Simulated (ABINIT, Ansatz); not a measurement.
## KNa3H4 (Pm-3m): G0W0 on several meshes in ABINIT

Wanted: mesh dependence and cost of G0W0 for KNa3H4 (Pm-3m).

Method: LDA and many-body steps on it, plane waves, in ABINIT 10.8.3.

This is a report of a sequence of runs, with most program output left out.

### 1. The starting structure

The structure is cubic, space group Pm-3m (No. 221). The conventional cell has a = 5.119 Å, b = 5.119 Å, c = 5.119 Å, α = 90.00°, β = 90.00°, γ = 90.00°. Nearest to K lie 6 H at 2.56 Å. Nearest to Na lie 6 H at 2.56 Å. Nearest to H lie 6 Na at 2.56 Å. Nearest to H lie 4 Na at 2.56 Å and 2 K at 2.56 Å. Farther neighbours are not listed.

The cell and positions are those that the Materials Project relaxed with its own functionals (PBE, PBE+U or r2SCAN), kept fixed.

### 2. Empty states on the mesh, 2×2×2 mesh, 259 bands

This step: ABINIT 10.8.3; DFT, LDA, plane waves, norm-conserving pseudopotentials.

The sums over transitions need many empty states on a uniform mesh; this step solves for them.

run.abi

```
acell 3*1.0 Angstrom
rprim 
  5.118641000000 0.000000000000 0.000000000000
  0.000000000000 5.118641000000 0.000000000000
  0.000000000000 0.000000000000 5.118641000000
ntypat 3
znucl 19 11 1
natom 8
typat 1 2 2 2 3 3 3 3
xred 
  0.500000000000 0.500000000000 0.500000000000
  -0.000000000000 -0.000000000000 0.500000000000
  -0.000000000000 0.500000000000 -0.000000000000
  0.500000000000 -0.000000000000 -0.000000000000
  -0.000000000000 -0.000000000000 -0.000000000000
  0.500000000000 0.500000000000 -0.000000000000
  0.500000000000 -0.000000000000 0.500000000000
  -0.000000000000 0.500000000000 0.500000000000
pp_dirpath "pseudos"
pseudos "K.upf, Na.upf, H.upf"
ecut 38
ngkpt 2 2 2
nshiftk 1
shiftk 0 0 0
kptopt 1
chksymbreak 0
iscf -2
irdden 1
istwfk *1
nband 259
nbdbuf 22
tolwfr 1e-09
nstep 60
prtvol 0
indata_prefix "in"
outdata_prefix "out"
tmpdata_prefix "tmp"
```

The run is started by

```
> OMP_NUM_THREADS=1 mpirun -n 4 abinit run.abi > log
```

Elapsed: 1.9 min, on 4 MPI ranks of Arm Neoverse V2, shared host; peak memory 0.5 GiB.

Numbers from this step:

* gap: 2.594 eV
* k of the valence top: 0.5, 0, 0
* k of the conduction bottom: 0.5, 0.5, 0.5
* least direct gap: 3.160 eV
* k points computed: 4
* lowest point of the top converged band, above the valence top: 73.9676 eV

On this mesh the gap is 2.594 eV.

The density comes from a self-consistent run that is not shown.

### 3. Screening, 2×2×2 mesh, 108 bands, screening to 114.3 eV

The RPA dielectric matrix is built and inverted for each q.

This step: RPA screening on LDA, plane waves, norm-conserving pseudopotentials.

run.abi, as its differences from that of step 2:

```diff
@@ -26,10 +26,11 @@
 chksymbreak 0
-iscf -2
-irdden 1
 istwfk *1
-nband 259
-nbdbuf 22
-tolwfr 1e-09
-nstep 60
-prtvol 0
+occopt 1
+irdwfk 1
+optdriver 3
+nband 108
+ecuteps 4.2
+inclvkb 2
+awtr 1
+symchi 1
 indata_prefix "in"
```

Wall time 16 s (4 MPI ranks); peak memory 1.2 GiB.

This step gave:

| Quantity | Value |
| --- | --- |
| ε∞ with local fields, on this mesh, along the program's q direction | 3.279 |
| the same without local fields | 3.687 |
| plasma frequency | 20.28 eV |
| plane waves in the screening matrix | 365 |

Local fields lower ε∞ by 11 %. On a Γ-centred mesh this coarse the value itself is usually too large, while a short band sum pulls it down.

### 4. 2×2×2

The self-energy is evaluated for the states that the input lists, and the levels follow from it, in one-shot runs by the linearised quasiparticle equation.

This step: G0W0 on LDA, plane waves, norm-conserving pseudopotentials.

run.abi, as its differences from that of step 3:

```diff
@@ -29,8 +29,19 @@
 irdwfk 1
-optdriver 3
+optdriver 4
 nband 108
+gwcalctyp 0
+ecutsigx 38
+symsigma 1
+nkptgw 3
+kptgw 
+  0.5000000000 0.0000000000 0.0000000000
+  0.5000000000 0.5000000000 0.5000000000
+  0.0000000000 0.0000000000 0.0000000000
+bdgw 
+  19 22
+  18 23
+  18 23
 ecuteps 4.2
-inclvkb 2
-awtr 1
-symchi 1
+irdscr 1
+ppmodel 1
 indata_prefix "in"
```

Elapsed: 14 s, on 4 MPI ranks; peak memory 1.2 GiB; 56 s of CPU time.

Numbers from this step:

* G0W0 gap on the points computed: 4.743 eV
* starting gap on the mesh: 2.594 eV
* k of the valence top: 0.5, 0, 0
* k of the conduction bottom: 0.5, 0.5, 0.5
* Z at the valence top: 0.754
* Z at the conduction bottom: 0.822
* least direct G0W0 gap on the computed points: 5.369 eV

The gap on the mesh goes from 2.59 eV to 4.74 eV, a correction of +2.15 eV.

### 5. Empty states on the mesh, 4×4×4 mesh, 118 bands

This step: DFT, LDA, plane waves, norm-conserving pseudopotentials.

run.abi, as its differences from that of step 4:

```diff
@@ -21,3 +21,3 @@
 ecut 38
-ngkpt 2 2 2
+ngkpt 4 4 4
 nshiftk 1
@@ -26,22 +26,10 @@
 chksymbreak 0
+iscf -2
+irdden 1
 istwfk *1
-occopt 1
-irdwfk 1
-optdriver 4
-nband 108
-gwcalctyp 0
-ecutsigx 38
-symsigma 1
-nkptgw 3
-kptgw 
-  0.5000000000 0.0000000000 0.0000000000
-  0.5000000000 0.5000000000 0.5000000000
-  0.0000000000 0.0000000000 0.0000000000
-bdgw 
-  19 22
-  18 23
-  18 23
-ecuteps 4.2
-irdscr 1
-ppmodel 1
+nband 118
+nbdbuf 10
+tolwfr 1e-09
+nstep 60
+prtvol 0
 indata_prefix "in"
```

It took 88 s on 4 MPI ranks; peak memory 0.54 GiB.

This step gave:

* gap: 2.594 eV
* k of the valence top: 0.5, 0, 0
* k of the conduction bottom: 0.5, 0.5, 0.5
* least direct gap: 3.160 eV
* k points computed: 10
* lowest point of the top converged band, above the valence top: 39.48 eV

On this mesh the gap is 2.594 eV.

### 6. Screening, 4×4×4 mesh, 108 bands, screening to 114.3 eV

This step: RPA screening on LDA, plane waves, norm-conserving pseudopotentials.

run.abi, as its differences from that of step 5:

```diff
@@ -26,10 +26,11 @@
 chksymbreak 0
-iscf -2
-irdden 1
 istwfk *1
-nband 118
-nbdbuf 10
-tolwfr 1e-09
-nstep 60
-prtvol 0
+occopt 1
+irdwfk 1
+optdriver 3
+nband 108
+ecuteps 4.2
+inclvkb 2
+awtr 1
+symchi 1
 indata_prefix "in"
```

Elapsed: 2 min, on 4 MPI ranks; peak memory 2.1 GiB; 7.9 min of CPU time.

This step gave:

```
ε∞ with local fields, on this mesh, along the program's q direction : 3.039
the same without local fields                                       : 3.422
plasma frequency                                                    : 20.28 eV
plane waves in the screening matrix                                 : 365
```

### 7. 4×4×4

This step: G0W0 on LDA, plane waves, norm-conserving pseudopotentials.

run.abi, as its differences from that of step 6:

```diff
@@ -29,8 +29,19 @@
 irdwfk 1
-optdriver 3
+optdriver 4
 nband 108
+gwcalctyp 0
+ecutsigx 38
+symsigma 1
+nkptgw 3
+kptgw 
+  0.5000000000 0.0000000000 0.0000000000
+  0.5000000000 0.5000000000 0.5000000000
+  0.0000000000 0.0000000000 0.0000000000
+bdgw 
+  19 22
+  18 23
+  18 23
 ecuteps 4.2
-inclvkb 2
-awtr 1
-symchi 1
+irdscr 1
+ppmodel 1
 indata_prefix "in"
```

It took 33 s on 4 MPI ranks; peak memory 1.9 GiB.

Numbers from this step:

```
G0W0 gap on the points computed              : 4.864 eV
starting gap on the mesh                     : 2.594 eV
k of the valence top                         : 0.5, 0, 0
k of the conduction bottom                   : 0.5, 0.5, 0.5
Z at the valence top                         : 0.753
Z at the conduction bottom                   : 0.825
least direct G0W0 gap on the computed points : 5.48 eV
```

Against G0W0 in ABINIT (2×2×2 mesh, 108 bands, screening to 114.3 eV, Godby-Needs plasmon pole), the gap moves by +0.121 eV.

### 8. Side by side

Times are wall times on 4 MPI ranks of Arm Neoverse V2, shared host, good to a factor of about two. A run's time includes the screening step that it read.

| run | mesh | bands | screening cutoff (eV) | DFT gap (eV) | gap on the mesh (eV) | direct (eV) | ε∞ used | time |
| --- | --- | --- | --- | --- | --- | --- | --- | --- |
| 2×2×2 | 2×2×2 | 108 | 114.3 | 2.594 | 4.743 | 5.369 | 3.28 | 30 s |
| 4×4×4 | 4×4×4 | 108 | 114.3 | 2.594 | 4.864 | 5.480 | 3.04 | 2.5 min |

### 9. Outcome

```
2×2×2        : 4.743 eV
4×4×4        : 4.864 eV
known limits : not at the basis limit; coarse k mesh
```

In words: 4×4×4: +0.121 eV against 2×2×2. Bands and cutoff are finite, so the gap is not at the basis limit. The miss can reach some tenths of an eV and take either sign; the mesh is an error of its own. In the G0W0 runs levels were corrected at 3 k points alone, so a gap called «on the mesh» is the least over those, and an edge elsewhere would be missed. The 2×2×2 mesh is coarse for this cell, which bears on the long-range parts of exchange and screening.

[Paths, hosts, dates, memory and timing lines, banners, echoed tables and standing remarks are left out of the program output.]

[Logs are printed without paths, hosts, clocks, repeated set-up lines and the standing remarks that a program may print on its own settings, such as how far it seeks lower states.]

[Runs of the session that timed out or met a known fault of the program may be left out.]

[Hosts, paths, dates, database ids (printed as entryN), source tags and the programs' standing remarks are cut or masked in the printed files.]

[G0W0 gaps are taken among the corrected bands and points alone; a level outside them can change the order at an edge.]

[Where Ansatz stands beside ABINIT at settings called matched, ABINIT's density can come from a denser mesh and the files from another edition; pairs whose starting gaps differed by over 0.03 eV were left out, so agreement reads better than it is.]
